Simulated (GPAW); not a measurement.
Quasiparticle gap of WS2 (P6_3/mmc) in GPAW. It takes space group P6_3/mmc (No. 194, hexagonal). Conventional cell: a = 3.153 Å, b = 3.153 Å, c = 12.323 Å, α = 90.00°, β = 90.00°, γ = 120.00°. Nearest to W lie 6 S at 2.40 Å. Nearest to S lie 3 W at 2.40 Å. Farther neighbours and most contacts between anions are not listed. The calculation used DFT, LDA, plane waves, PAW (and 1 further level or step) in GPAW 26.7.0, with cutoff 450 eV, GPAW PAW setups 1.2.1 data release, 6×6×2 k-mesh, nbands 151 in one of its runs. The LDA gap is 0.90 eV, indirect. The G0W0 gap on the mesh is 1.27 eV and the GW settings are 6×6×2 mesh, 141 bands, screening to 70 eV, Godby-Needs plasmon pole. The known limits are not at the basis limit; no spin-orbit coupling; coarse k mesh. It took 4 runs, 2.1 min in all on 8 MPI ranks of Arm Neoverse V2, shared host (the runs of this entry). G0W0 moves the gap on the mesh from 0.90 eV to 1.27 eV (+0.37 eV), with Z of 0.79 and 0.80 at the edges. Only 3 of the mesh's irreducible points were corrected, so a valley elsewhere could overtake. The cell and positions come from the Crystallography Open Database and are kept as given unless a step says otherwise. Limits: no spin-orbit coupling. Bands and cutoff are finite, so the gap is not at the basis limit. The miss can reach some tenths of an eV and take either sign; the mesh is an error of its own. The 6×6×2 mesh is coarse for this cell, which bears on the long-range parts of exchange and screening.

[Runs of the session that timed out or met a known fault of the program may be left out.]

[Hosts, paths, dates, database ids (printed as entryN), source tags and the programs' standing remarks are cut or masked in the printed files.]
